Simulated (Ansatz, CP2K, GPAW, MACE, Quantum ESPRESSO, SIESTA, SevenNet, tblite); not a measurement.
# tblite runs on amorphous Zn12Cd27Se39 (78 atoms)

How near does tblite come to plane waves for amorphous Zn12Cd27Se39 (78 atoms)?

Main program and level: tblite 0.8.0; the method is named at each step.

### 1. The structure

The cell holds 78 atoms: 12 Zn, 27 Cd and 39 Se. Cell: a = 12.774 Å, b = 12.774 Å, c = 12.774 Å, α = 90.0°, β = 90.0°, γ = 90.0°. 78 atoms (12 Zn, 27 Cd, 39 Se) placed at random at 5.5 g/cm³, melted at 2500 K for 10 ps at fixed volume with the Stillinger-Weber II-VI potential (Zhou et al., Phys. Rev. B 88, 085309 (2013)). Quenched from 2500 K to 100 K at 50 K/ps and fixed volume, held 5 ps. Then every atom was moved at random, 0.02 Å r.m.s. a Cartesian component.

The yardstick, on the same geometry:

- method: Kohn-Sham DFT, PBE, PAW, plane waves (Ansatz 0.2.0); cutoff 420 eV, Γ point, fermi-dirac smearing of 0.05 eV; PAW set soft_2
- r.m.s. force component: 0.409 eV/Å
- longest force: 1.638 eV/Å
- pressure: 1.16 GPa
- SCF cycles: 16
- time: 89 s on 4 threads of Arm Neoverse V2, shared host
- CPU time: 5.8 min

### 2. GFN1-xTB

Method: GFN1-xTB tight binding, diagonalisation.

The input, run.py:

```python
import numpy as np
from ase.io import read
from tblite.ase import TBLite

atoms = read("structure.xyz")
atoms.calc = TBLite(method="GFN1-xTB", electronic_temperature=580, accuracy=1.0, max_iterations=250, mixer_damping=0.4, verbosity=1)
energy = atoms.get_potential_energy()
forces = atoms.get_forces()
print(f"energy {energy:.6f} eV")
print("forces (eV/A)")
for i, (a, f) in enumerate(zip(atoms, forces)):
    print(f"{i:4d} {a.symbol:2s} {f[0]:10.5f} {f[1]:10.5f} {f[2]:10.5f}")
stress = -atoms.get_stress(voigt=False) * 160.21766
print("stress (GPa, compression positive)")
for row in stress:
    print(" ".join(f"{x:10.4f}" for x in row))
print("charges (e)")
print(np.array2string(atoms.get_charges(), precision=4, suppress_small=True, max_line_width=110, threshold=100000))
```

The input, structure.xyz:

```xyz
78
Lattice="12.77450 0.00000 0.00000 0.00000 12.77450 0.00000 0.00000 0.00000 12.77450" Properties=species:S:1:pos:R:3 pbc="T T T"
Zn 9.02378 9.53859 4.57531
Zn 6.84764 4.45511 11.18765
Zn 9.72535 1.31284 10.14334
Zn 6.92020 0.79432 3.75902
Zn 2.48311 5.62410 8.14873
Zn 0.14882 3.88102 11.40265
Zn 10.33904 0.50970 5.53034
Zn 6.50695 0.55710 12.45641
Zn 5.85340 10.45631 2.40620
Zn 5.10814 3.73450 1.90315
Zn 2.67983 5.89007 3.90772
Zn 0.24565 12.40315 11.14115
Cd 7.00681 5.43849 4.69067
Cd 6.71159 9.11128 11.29930
Cd 9.62686 11.41798 1.07715
Cd 4.12348 2.36673 5.76283
Cd 9.98046 10.16735 9.58598
Cd 11.01328 6.66062 6.74698
Cd 9.39079 3.11826 1.04547
Cd 2.54890 1.11189 1.83940
Cd 4.74969 9.05623 5.63202
Cd 3.42344 2.45398 10.84785
Cd 5.23818 7.96733 1.82356
Cd 6.84394 11.77272 7.42646
Cd 7.92773 7.11527 1.50305
Cd 1.47341 12.55721 4.48053
Cd 3.07303 9.06849 9.14769
Cd 0.18945 3.28381 3.71138
Cd 0.77298 1.98810 7.97257
Cd 10.14525 6.45636 10.63004
Cd 7.93105 3.15645 7.50157
Cd 1.75713 9.55354 2.80055
Cd 0.42782 8.18743 10.47726
Cd 11.77592 6.75107 1.88807
Cd 3.31830 10.98390 12.31883
Cd 0.17463 10.48352 6.98944
Cd 3.18954 6.49238 12.37172
Cd 3.70895 11.85908 8.53426
Cd 7.23803 7.25068 8.08013
Se 9.92195 8.86218 2.18482
Se 11.03653 10.90265 5.17687
Se 3.95320 12.38475 5.83156
Se 3.51184 11.23121 1.99257
Se 4.72209 4.26017 12.33442
Se 6.92582 11.00268 4.65682
Se 7.56749 9.73621 8.99785
Se 4.42113 7.38034 7.74007
Se 7.09713 11.05263 0.38809
Se 9.37137 0.60411 3.04697
Se 3.24689 3.35854 8.25539
Se 9.89615 4.97605 8.45991
Se 11.57651 5.50862 4.12361
Se 11.78601 8.67222 8.37535
Se 12.00445 1.84528 1.79699
Se 1.67742 7.02955 1.89995
Se 5.60072 1.34401 1.83838
[... 18 atom lines left out ...]
Se 7.87420 6.69716 11.65213
Se 2.07279 9.33279 5.41192
Se 12.49819 11.33430 2.31793
Se 0.74373 10.28232 12.24270
```

The run is started by

```bash
$ OMP_NUM_THREADS=1 python run.py > output.txt
```

The log of the run:

```text
------------------------------------------------------------
  cycle        total energy    energy error   density error
------------------------------------------------------------
      1     -164.2774101785  -1.6380655E+02   5.2918824E-01
      2     -149.9988965539   1.4278514E+01   5.4108142E-01
      3     -159.8078564792  -9.8089599E+00   4.0840769E-01
      4     -162.4349088274  -2.6270523E+00   3.3124149E-01
      5     -164.4914775305  -2.0565687E+00   2.0770028E-01
      6     -165.4022214110  -9.1074388E-01   1.3825754E-01
      7     -165.3884059760   1.3815435E-02   1.3073151E-01
      8     -165.8446416410  -4.5623567E-01   8.0775693E-02
      9     -165.9881301226  -1.4348848E-01   5.5562237E-02
     10     -166.0354000614  -4.7269939E-02   3.9672186E-02
     11     -166.0626122457  -2.7212184E-02   2.9843975E-02
     12     -166.0888291783  -2.6216933E-02   1.5827371E-02
     13     -166.0909092320  -2.0800538E-03   1.3778669E-02
     14     -166.0929896123  -2.0803803E-03   1.0352481E-02
     15     -166.0967164058  -3.7267936E-03   4.3770348E-03
     16     -166.0971279331  -4.1152724E-04   3.0428628E-03
     17     -166.0971540258  -2.6092674E-05   2.9714817E-03
     18     -166.0974998744  -3.4584860E-04   9.1939838E-04
     19     -166.0975288573  -2.8982899E-05   3.3851229E-04
     20     -166.0975327680  -3.9107808E-06   1.3910397E-04
     21     -166.0975324242   3.4379141E-07   1.5929720E-04
     22     -166.0975333695  -9.4521513E-07   6.1019373E-05
     23     -166.0975335192  -1.4970524E-07   1.9460426E-05
------------------------------------------------------------
 total:                                   3.376 sec
energy -4519.744102 eV
forces (eV/A)
   0 Zn    0.39018   -0.05021   -0.17132
   1 Zn   -0.11069    0.03926   -0.51798
   2 Zn   -0.01738    0.02235    0.00490
   3 Zn    0.55804   -0.19498   -0.04317
   4 Zn    0.00717    0.17515   -0.60202
   5 Zn   -0.35020   -0.07486    0.06768
   6 Zn   -0.07579   -0.35339   -0.29286
   7 Zn   -0.10714    0.08474   -0.04593
   8 Zn   -0.13968    0.44998    0.14201
   9 Zn    0.07443   -0.22337    0.07397
  10 Zn   -0.50028   -0.19292    0.20332
  11 Zn   -0.04391   -0.17518    0.08061
  12 Cd    0.17505   -0.16205    0.02381
  13 Cd    0.25762   -0.05415    0.46786
  14 Cd    0.80398   -0.10878    0.49110
  15 Cd   -0.07731   -0.21384    0.55386
  16 Cd    0.36077    0.29151    0.23448
  17 Cd    0.40394   -0.59505   -0.72998
  18 Cd    0.82548   -0.23487    0.57197
  19 Cd    0.04373    0.10963   -0.05721
  20 Cd   -0.22063    0.12171   -0.13642
  21 Cd    0.06061    0.24915   -0.29883
  22 Cd    0.20404    0.43676   -1.11886
  23 Cd   -0.11028    0.19629   -0.17444
[...]
70 Se    0.00400    0.26425   -0.19906
  71 Se   -0.01913   -0.36066    0.40649
  72 Se    0.10918   -0.27900   -0.02312
  73 Se   -0.28609    0.06882    0.03200
  74 Se   -0.33209    0.55485   -0.08938
  75 Se   -0.20951   -0.36391    0.26101
  76 Se    0.62037   -0.53216    0.24259
  77 Se    0.15692   -0.46723    0.09275
stress (GPa, compression positive)
    1.8156    -0.2974     0.0498
   -0.2974     1.9725    -0.5282
    0.0498    -0.5282     2.0522
charges (e)
[ 0.132   0.1903  0.1445  0.1646  0.1405  0.16    0.1423  0.1868  0.161   0.1713  0.1852  0.1787  0.1173
  0.1819  0.0611  0.1261  0.1649  0.0791  0.085   0.0739  0.0994  0.1394 -0.0441  0.0845  0.1082  0.0534
  0.0828  0.1056  0.1202  0.1187  0.1156  0.1367  0.1198  0.0844  0.2112  0.1257  0.134   0.0701  0.0862
 -0.1281 -0.1392 -0.1251 -0.1051 -0.1435 -0.1064 -0.0884 -0.11   -0.1421 -0.1246 -0.1348 -0.0996 -0.15
 -0.0829 -0.1033 -0.1404 -0.1647 -0.1677 -0.0912 -0.1204 -0.1274 -0.0962 -0.1389 -0.1041 -0.1294 -0.1105
 -0.1227 -0.1454 -0.116  -0.1206 -0.1217 -0.1242 -0.1375 -0.1212 -0.1067 -0.1318 -0.1086 -0.1032 -0.1645]
```

The job ended after 3.9 s (1 thread of Arm Neoverse V2, shared host; peak memory 0.15 GiB).

Banners, paths, timers and routine set-up lines are dropped from the logs unmarked, and long logs keep their key lines alone; longer cuts are marked.

Against the reference:

| Item | Value |
| --- | --- |
| r.m.s. force component | 0.3731 eV/Å |
| r.m.s. difference of force components | 200.1 meV/Å |
| longest difference of force vectors | 1329 meV/Å |
| force difference over r.m.s. force | 48.92 % |
| slope of forces against the reference's | 0.7966 |
| correlation of force components | 0.8731 |
| pressure | 1.947 GPa |
| pressure difference | 0.7872 GPa |

Length of the force difference by element (eV/Å):

```csv
element,atoms,mean,most
Cd,27,0.27,0.87
Se,39,0.34,1.3
Zn,12,0.20,0.38
```

A closer look about Se62, which bears the longest force: 9 atoms, nearest first, numbered in the order of the input, with positions taken from that point.

```csv
atom,x,y,z,distance (Å),bonds,Mulliken charge (e),Fx,Fy,Fz (eV/Å)
Se62,0.00,0.00,0.00,0.00,4,-0.14,0.25,-0.88,1.54
Zn11,-2.16,-0.96,-0.23,2.37,4,0.19,-0.50,-0.19,0.20
Cd23,0.40,1.12,-2.32,2.60,1,-0.04,0.20,0.44,-1.12
Cd13,2.17,-1.41,0.55,2.64,4,0.12,0.18,-0.16,0.02
Cd21,-0.09,2.21,1.49,2.67,4,0.10,-0.22,0.12,-0.14
Se47,-0.42,0.53,3.60,3.66,4,-0.11,0.48,0.05,0.10
Zn10,0.27,-3.11,-2.24,3.84,4,0.17,0.07,-0.22,0.07
Se55,-3.16,0.18,-2.24,3.88,4,-0.14,0.23,0.10,-0.51
Se76,-2.77,2.49,1.27,3.93,3,-0.11,-0.21,-0.36,0.26
```

Atoms are counted from 1 here, from 0 in the log.

Forces lie 49 % from the reference's, at 0.011 times its CPU time (on 1 against 4 cores).

### 3. What came out

| Item | Value |
| --- | --- |
| force difference from the reference | tblite GFN1-xTB, 49 % |
| its CPU time | 3.8 s |

Tight binding differs by 49 % (tblite GFN1-xTB); it is another model, with fitted parameters of its own, and the xTB methods hold dispersion. One electronic-structure run takes under half the reference's CPU time: tblite GFN1-xTB, at 49 % in 3.8 s against 5.8 min. Periodic xTB results under one method name differ between programs and library versions. The quench rate of 50 K/ps is many orders above laboratory rates, so the cell is likely richer in defects and strain than a real sample. The network of bonds at the start is that of the classical potential that made the cell, and needn't be the one that DFT or experiment would give. The electronic-structure runs sample only Γ, in a cell whose shortest periodic width is 13 Å, which is coarse for a cell with partly filled levels.

[Also dropped from logs without a mark: logging warnings of Python, and SIESTA's first energy breakdown and zero terms.]

[Logs are printed without paths, hosts, clocks, repeated set-up lines and the standing remarks that a program may print on its own settings, such as how far it seeks lower states.]

[Hosts, paths, dates, database ids (printed as entryN), source tags and the programs' standing remarks are cut or masked in the printed files.]
